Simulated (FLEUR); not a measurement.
**Magnetic state of CrO2 from several starts**

Does CrO2 prefer parallel or opposed moments?

Method: LDA (Perdew-Zunger) with U = 4.4 eV, J = 0.9 eV on Cr d; all-electron FLAPW, Dirac cores, scalar-relativistic bands, in FLEUR MaX-R8.1.

### 1. Set-up

Symmetry: Pnnm, No. 58, orthorhombic system. The conventional cell has a = 4.448 Å, b = 4.529 Å, c = 2.986 Å, α = 90.00°, β = 90.00°, γ = 90.00°. Nearest to Cr lie 6 O at 1.92 to 1.95 Å. Nearest to O lie 3 Cr at 1.92 to 1.95 Å. Farther neighbours and most contacts between anions are not listed.

Structure file:

```cif
data_structure
_symmetry_space_group_name_H-M 'Pnnm'
_symmetry_Int_Tables_number 58
_cell_length_a 4.4481
_cell_length_b 4.5292
_cell_length_c 2.9860
_cell_angle_alpha 90.000
_cell_angle_beta 90.000
_cell_angle_gamma 90.000
_cell_volume 60.16
loop_
_atom_site_label
_atom_site_type_symbol
_atom_site_symmetry_multiplicity
_atom_site_Wyckoff_symbol
_atom_site_fract_x
_atom_site_fract_y
_atom_site_fract_z
_atom_site_occupancy
Cr1 Cr 2 a 0.50000 0.50000 0.50000 1
O1 O 4 g 0.79297 0.18982 0.50000 1
```

The cell comes from a database of computed structures and need not be the stable phase.

### 2. Order 1, typed as ferro ++

The parallel start comes first: it shows whether parallel moments hold. The U counters the self-interaction that shrinks the moments of a localised shell.

inpgen writes inp.xml from crystal.txt; cutoffs, mixing, functional, smearing and local orbitals are then set in the file. The k list default-1 (kpts.xml, not shown) is a Γ-centred 8×8×8 mesh; where the ranks do not divide the number of points, some are split in two of half the weight.

The input, inp.xml:

```
<?xml version="1.0" encoding="UTF-8" standalone="no"?>
<fleurInput fleurInputVersion="0.39">
   <comment>
      CrO2
   </comment>
   <calculationSetup>
      <cutoffs Kmax="4.4" Gmax="13.2" GmaxXC="13.2" numbands="0"/>
      <scfLoop itmax="130" minDistance="0.0001" maxIterBroyd="15" imix="Anderson" alpha="0.05" precondParam="0.0" spinf="2.0" sdNocoIR="T"/>
      <coreElectrons ctail="T" frcor="F" kcrel="0" coretail_lmax="0"/>
      <xcFunctional name="pz" relativisticCorrections="F"/>
      <magnetism jspins="2"/>
      <soc l_soc="F" theta="0.0" phi="0.0" spav="F"/>
      <expertModes spex="0" secvar="F"/>
      <geometryOptimization l_f="F" forcealpha="1.0" forcemix="BFGS" epsdisp="0.00001" epsforce="0.00001"/>
      <ldaU l_linMix="F" mixParam="0.05" spinf="1.0"/>
   </calculationSetup>
   <cell>
      <bzIntegration valenceElectrons="52.0" mode="hist" fermiSmearingEnergy="0.00183747">
         <kPointListSelection listName="default-1"/>
         <xi:include xmlns:xi="http://www.w3.org/2001/XInclude" href="kpts.xml"> </xi:include>
      </bzIntegration>
      <xi:include xmlns:xi="http://www.w3.org/2001/XInclude" href="sym.xml"> </xi:include>
      <bulkLattice scale="1.0">
         <bravaisMatrix>
            <row-1>    8.4055981907253461     0.0000000000000000     0.0000000000000000</row-1>
            <row-2>    0.0000000000000000     8.5590137166138440     0.0000000000000000</row-2>
            <row-3>    0.0000000000000000     0.0000000000000000     5.6426541779151140</row-3>
         </bravaisMatrix>
      </bulkLattice>
   </cell>
   <atomSpecies>
      <species name="Chromium (3.000" element="Cr" atomicNumber="24">
         <mtSphere radius="2.26" gridPoints="747" logIncrement="0.016"/>
         <atomicCutoffs lmax="8" lnonsphr="6"/>
         <electronConfig flipSpins="F">
            <coreConfig>(1s1/2) (2s1/2) (2p1/2) (2p3/2)</coreConfig>
            <valenceConfig>(3s1/2) (3p1/2) (3p3/2) (4s1/2) (3d3/2) (3d5/2)</valenceConfig>
            <stateOccupation state="(4s1/2)" spinUp="0.5" spinDown="0.5"/>
            <stateOccupation state="(3d3/2)" spinUp="1.0" spinDown="1.0"/>
            <stateOccupation state="(3d5/2)" spinUp="3.0" spinDown="0.0"/>
         </electronConfig>
         <energyParameters s="4" p="4" d="3" f="4"/>
         <ldaU l="2" U="4.4" J="0.9" l_amf="F"/>
         <lo type="SCLO" l="0" n="3" eDeriv="0"/>
         <lo type="SCLO" l="1" n="3" eDeriv="0"/>
      </species>
      <species name="Oxygen (O)" element="O" atomicNumber="8">
         <mtSphere radius="1.27" gridPoints="421" logIncrement="0.025"/>
         <atomicCutoffs lmax="6" lnonsphr="4"/>
         <electronConfig flipSpins="F">
            <coreConfig>(1s1/2)</coreConfig>
            <valenceConfig>(2s1/2) (2p1/2) (2p3/2)</valenceConfig>
            <stateOccupation state="(2p1/2)" spinUp="0.666667" spinDown="0.666667"/>
            <stateOccupation state="(2p3/2)" spinUp="1.333333" spinDown="1.333333"/>
         </electronConfig>
         <energyParameters s="2" p="2" d="3" f="4"/>
      </species>
   </atomSpecies>
   <atomGroups>
      <atomGroup species="Chromium (3.000">
         <relPos label="                   1">1.000/2.000 1.000/2.000 1.000/2.000</relPos>
         <relPos label="                   2">.0000000000 .0000000000 .0000000000</relPos>
         <force calculate="T" relaxXYZ="TTT"/>
      </atomGroup>
      <atomGroup species="Oxygen (O)">
         <relPos label="                   3">-.2070310000 .1898170000 1.000/2.000</relPos>
         <relPos label="                   4">.2070310000 -.1898170000 1.000/2.000</relPos>
         <relPos label="                   5">-.2929690000 -.3101830000 .0000000000</relPos>
         <relPos label="                   6">.2929690000 .3101830000 .0000000000</relPos>
         <force calculate="T" relaxXYZ="TTT"/>
      </atomGroup>
   </atomGroups>
   <output dos="F" band="F" slice="F">
      <bandDOS minEnergy="-.5*Htr" maxEnergy="0.5*Htr" sigma="0.015" storeEVData="T"/>
      <plotting iplot="0" polar="F">
         <plot TwoD="T" vec1="  1.0  0.0  0.0" vec2="  0.0  1.0  0.0" vec3="  0.0  0.0  1.0" zero="  0.0  0.0  0.0" file="plot"/>
      </plotting>
      <moessbauerParams electricFieldGradient="F" isomerShift="F" coreHyperfine="F" valenceHyperfine="F"/>
   </output>
</fleurInput>
```

The input, crystal.txt:

```
CrO2
&input film=F cartesian=F /
4.44805100660  0.00000000000  0.00000000000
0.00000000000  4.52923500670  0.00000000000
0.00000000000  0.00000000000  2.98596400000
1.8897261246
1.0 1.0 1.0

6
24 0.50000000000  0.50000000000  0.50000000000 : 3.000
24 0.00000000000  0.00000000000  0.00000000000 : 3.000
8 0.79296900000  0.18981700000  0.50000000000
8 0.20703100000  0.81018300000  0.50000000000
8 0.70703100000  0.68981700000  0.00000000000
8 0.29296900000  0.31018300000  0.00000000000

&kpt div1=8 div2=8 div3=8 gamma=T /
```

Command:

```
> OMP_NUM_THREADS=1 inpgen -f crystal.txt > inpgen.log  # inp.xml is then edited as shown
> OMP_NUM_THREADS=1 mpirun -n 4 fleur_MPI > fleur.log
```

Output:

```text
Welcome to FLEUR        (www.flapw.de)
      MaX-Release 8.1          (www.max-centre.eu)

 ========== k-point set info ==========
 Selected k-point list: default-1
 k-point list type: mesh
 0 x 0 x 0
 Number of k points: 128

 ------------Calculation Setup---------------------------
 Number of MPI-tasks      :            4
 Number of PE/node        :            4
 Number of OMP-threads    :            1
 k-points in parallel     :            4
 pe's per k-point         :            1
 No of k-point loops      :           32
 Eigenvalue solver        :       lapack
 Number of basis functions:          636
 Approximate size of matrices (H+S) per k-point:         0.006 GB
 --------------------------------------------------------
 no density matrix found ... skipping LDA+U
 Reset of history
 Iteration:     1   Distance:      50.41329856 me/bohr^3
 Iteration:     2   Distance:      45.35787515 me/bohr^3
 Iteration:     3   Distance:      38.44118885 me/bohr^3
 Iteration:     4   Distance:      17.33870641 me/bohr^3
 Iteration:     5   Distance:      24.35941030 me/bohr^3
 Iteration:     6   Distance:      18.14734450 me/bohr^3
 Iteration:     7   Distance:       7.43979956 me/bohr^3
 Iteration:     8   Distance:       7.51763479 me/bohr^3
 Iteration:     9   Distance:       1.65074460 me/bohr^3
 Iteration:    10   Distance:       1.14545888 me/bohr^3
 Iteration:    11   Distance:       0.55777824 me/bohr^3
 Iteration:    12   Distance:       0.17335302 me/bohr^3
 Iteration:    13   Distance:       0.16437264 me/bohr^3
 Iteration:    14   Distance:       0.04991829 me/bohr^3
 Iteration:    15   Distance:       0.04925998 me/bohr^3
 Iteration:    16   Distance:       0.02427438 me/bohr^3
 Iteration:    17   Distance:       0.02258501 me/bohr^3
 Iteration:    18   Distance:       0.02390880 me/bohr^3
 Iteration:    19   Distance:       0.01523503 me/bohr^3
 Iteration:    20   Distance:       0.00894567 me/bohr^3
 Iteration:    21   Distance:       0.01157553 me/bohr^3
 Iteration:    22   Distance:       0.00712832 me/bohr^3
 Iteration:    23   Distance:       0.00141259 me/bohr^3
 Iteration:    24   Distance:       0.00374427 me/bohr^3
 Iteration:    25   Distance:       0.00052205 me/bohr^3
 Iteration:    26   Distance:       0.00007760 me/bohr^3

 ********************************************************************
 Run finished successfully
 Stop message:
   all done
 ********************************************************************

--- out.xml (last complete iteration) ---
<iteration numberForCurrentRun="   26" overallNumber="   26">
         [... left out ...]
         <bandgap value="0.0206153024" units="eV"/>
         <sumValenceSingleParticleEnergies value="-26.6378106695" units="Htr"/>
         <FermiEnergy value="0.2193708888" units="Htr"/>
         <valenceDensity>
            <mtCharges spin="1">
               <mtCharge atomType="1" total="7.3634129" s="1.1430314" p="3.1963114" d="2.9449025" f="0.0585281"/>
               <mtCharge atomType="2" total="1.9136289" s="0.6188049" p="1.2919200" d="0.0025142" f="0.0003317"/>
            </mtCharges>
            <mtCharges spin="2">
               <mtCharge atomType="1" total="5.1333490" s="1.1270238" p="3.1775901" d="0.7482137" f="0.0582941"/>
               <mtCharge atomType="2" total="2.0324979" s="0.6234623" p="1.4077790" d="0.0010590" f="0.0001653"/>
            </mtCharges>
            <spinDependentCharge spin="1" total="28.0000000" interstitial="5.6186588" mtSpheres="22.3813412"/>
            <spinDependentCharge spin="2" total="24.0000000" interstitial="5.6033104" mtSpheres="18.3966896"/>
            <totalCharge value="52.0000000000"/>
         </valenceDensity>
         [... left out ...]
         <allElectronCharges>
            <spinDependentCharge spin="1" total="42.0000000" interstitial="5.6186704" mtSpheres="36.3813296"/>
            <spinDependentCharge spin="2" total="38.0000000" interstitial="5.6033220" mtSpheres="32.3966780"/>
            <totalCharge value="79.9999999958"/>
         </allElectronCharges>
         <magneticMomentsInMTSpheres units="muBohr">
            <globalMagMoment atomType="1" vec="0.00000   0.00000   2.23006"/>
            <localMagMoment atomType="1" vec="0.00000   0.00000   2.23006"/>
            <globalMagMoment atomType="2" vec="0.00000   0.00000  -0.11887"/>
            <localMagMoment atomType="2" vec="0.00000   0.00000  -0.11887"/>
         </magneticMomentsInMTSpheres>
         <moessbauerParams unitsHFF="kG" unitsIS="e/bohr^3" unitsEFG="Htr/bohr^2">
         </moessbauerParams>
         <totalEnergy value="    -2396.8018209132" units="Htr">
            <sumOfEigenvalues value="    -1374.4644969985">
               <coreElectrons value="-1347.8266863290"/>
               <valenceElectrons value="-26.6378106695"/>
            </sumOfEigenvalues>
            <densityCoulombPotentialIntegral value="-3626.0214411538"/>
            <densityEffectivePotentialIntegral value="-3791.9067064914"/>
            <chargeDenXCDenIntegral value="-125.4761747191"/>
            <FockExchangeEnergyValence value="0.0000000000"/>
            <FockExchangeEnergyCore value="0.0000000000"/>
            <atomTypeDependentContributions atomType="1">
               <electronNucleiInteractionDifferentMTs value="2492.8022246798"/>
               <MadelungTerm value="-20.4520152034"/>
            </atomTypeDependentContributions>
            <atomTypeDependentContributions atomType="2">
               <electronNucleiInteractionDifferentMTs value="337.0356258174"/>
               <MadelungTerm value="-25.7653731189"/>
            </atomTypeDependentContributions>
            <dftUCorrection value="-0.2981037096"/>
            <tkbTimesEntropy value="0.0002142285"/>
            <freeEnergy value="-2396.8020351417"/>
            <extrapolationTo0K value="-2396.8019280274"/>
         </totalEnergy>
         <ldaUDensityMatrix>
            <densityMatrixFor spin="1" atomType="1" uIndex="1" l="2" U="4.40000000" J="0.90000000">
               (+0.52492,+0.00000) (+0.00000,+0.00000) (-0.01068,-0.19085) (+0.00000,+0.00000) (-0.03806,-0.00478)
               (+0.00000,+0.00000) (+0.58377,+0.00000) (+0.00000,+0.00000) (+0.01940,+0.26201) (+0.00000,+0.00000)
               (-0.01068,+0.19085) (+0.00000,+0.00000) (+0.72753,+0.00000) (+0.00000,+0.00000) (-0.01068,-0.19085)
               (+0.00000,+0.00000) (+0.01940,-0.26201) (+0.00000,+0.00000) (+0.58377,+0.00000) (+0.00000,+0.00000)
               (-0.03806,+0.00478) (+0.00000,+0.00000) (-0.01068,+0.19085) (+0.00000,+0.00000) (+0.52492,+0.00000)
            </densityMatrixFor>
            <densityMatrixFor spin="2" atomType="1" uIndex="1" l="2" U="4.40000000" J="0.90000000">
               (+0.15348,+0.00000) (+0.00000,+0.00000) (+0.00371,+0.06929) (+0.00000,+0.00000) (-0.05095,+0.00685)
               (+0.00000,+0.00000) (+0.16475,+0.00000) (+0.00000,+0.00000) (-0.00566,-0.09133) (+0.00000,+0.00000)
               (+0.00371,-0.06929) (+0.00000,+0.00000) (+0.11175,+0.00000) (+0.00000,+0.00000) (+0.00371,+0.06929)
               (+0.00000,+0.00000) (-0.00566,+0.09133) (+0.00000,+0.00000) (+0.16475,+0.00000) (+0.00000,+0.00000)
               (-0.05095,-0.00685) (+0.00000,+0.00000) (+0.00371,-0.06929) (+0.00000,+0.00000) (+0.15348,+0.00000)
            </densityMatrixFor>
         </ldaUDensityMatrix>
         <ldaUDensityMatrixConvergence>
            <distance spin="1" distance="0.000004"/>
            <distance spin="2" distance="0.000002"/>
         </ldaUDensityMatrixConvergence>
         <densityConvergence units="me/bohr^3">
            <chargeDensity spin="1" distance="0.0000618024"/>
            <chargeDensity spin="2" distance="0.0000326193"/>
            <overallChargeDensity distance="0.0000612014"/>
            <spinDensity distance="0.0000775983"/>
         </densityConvergence>
      </iteration>
```

Run time: 3.7 min. Hardware: 4 MPI ranks of Intel Xeon Platinum 8259CL at 2.50GHz (Skylake/Cascade Lake), shared host; peak memory 0.36 GiB; 15 min of CPU time.

Spin moment in the muffin-tin sphere by atom:

```csv
atom,spin moment in the muffin-tin sphere (μB)
Cr1,2.23
Cr2,2.23
O3,-0.12
O4,-0.12
O5,-0.12
O6,-0.12
```

Numbers from this step:

- free energy: -65220.3059 eV
- program's band gap on this mesh (in a metal only a level spacing): 0.02062 eV
- magnetization: 4 μB
- final state: ferromagnetic, with opposed induced moments

After 26 cycles the largest moment stands at 2.23 μB.

(Continued in part 2 of 2.)

[Logs and program files are shortened in this print: banners, set-up blocks, solver, clock and traceback lines can be left out without a mark of their own.]

[Logs are printed without paths, hosts, clocks, repeated set-up lines and the standing remarks that a program may print on its own settings, such as how far it seeks lower states.]

[Hosts, paths, dates, database ids (printed as entryN), source tags and the programs' standing remarks are cut or masked in the printed files.]

[Where a cell is said to come from a database of computed structures, the database is the Materials Project.]
